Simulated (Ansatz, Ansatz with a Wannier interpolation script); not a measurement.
In doubt: one-shot GW on d or f shells is unsure, so the values of those runs are not to be relied on.

Rows from a G0W0 calculation on FeAs2 (Lollingite) (Ansatz 0.2.0; G0W0 on LDA, plane waves, PAW; PAW set soft_1; 4×4×6 mesh, 381 empty bands, screening to 150 eV, PAW set soft_1 files), in eV. Spin-orbit coupling is left out.

| row | k | band | start | Σx | Σc at the solution | Vxc |
| --- | --- | --- | --- | --- | --- | --- |
| A | (0.000, 0.000, 0.167) | c2 | 15.370 | -24.821 | -3.031 | -28.761 |
| B | Γ | c2 | 16.167 | -11.006 | -4.219 | -15.413 |
| C | (0.000, 0.000, 0.167) | v1 | 13.400 | -33.618 | 5.365 | -29.076 |
| D | Γ | v1 | 13.629 | -35.289 | 5.631 | -30.536 |
| E | Γ | c1 | 15.301 | -26.107 | -2.852 | -29.936 |
| F | (0.000, 0.000, 0.167) | c1 | 14.241 | -20.230 | -2.788 | -23.636 |

**Question.** Give the quasiparticle energies and the shift of each level.

The quasiparticle equation reads E = start + Σx + Σc(E) − Vxc.

```csv
row,E (eV),shift (eV)
A,16.278,+0.908
B,16.355,+0.188
C,14.223,+0.823
D,14.507,+0.878
E,16.279,+0.978
F,14.860,+0.618
```

The gap over the computed points goes from 0.25 eV to 0.35 eV.

Limits: not at the basis limit; mesh may overstate the screening; no spin polarisation; d states lean on the start; no spin-orbit coupling; coarse k mesh.

[Paths, hosts, dates, memory and timing lines, banners, echoed tables and standing remarks are left out of the program output.]

[Logs are printed without paths, hosts, clocks, repeated set-up lines and the standing remarks that a program may print on its own settings, such as how far it seeks lower states.]

[Runs of the session that timed out or met a known fault of the program may be left out.]

[Hosts, paths, dates, database ids (printed as entryN), source tags and the programs' standing remarks are cut or masked in the printed files.]
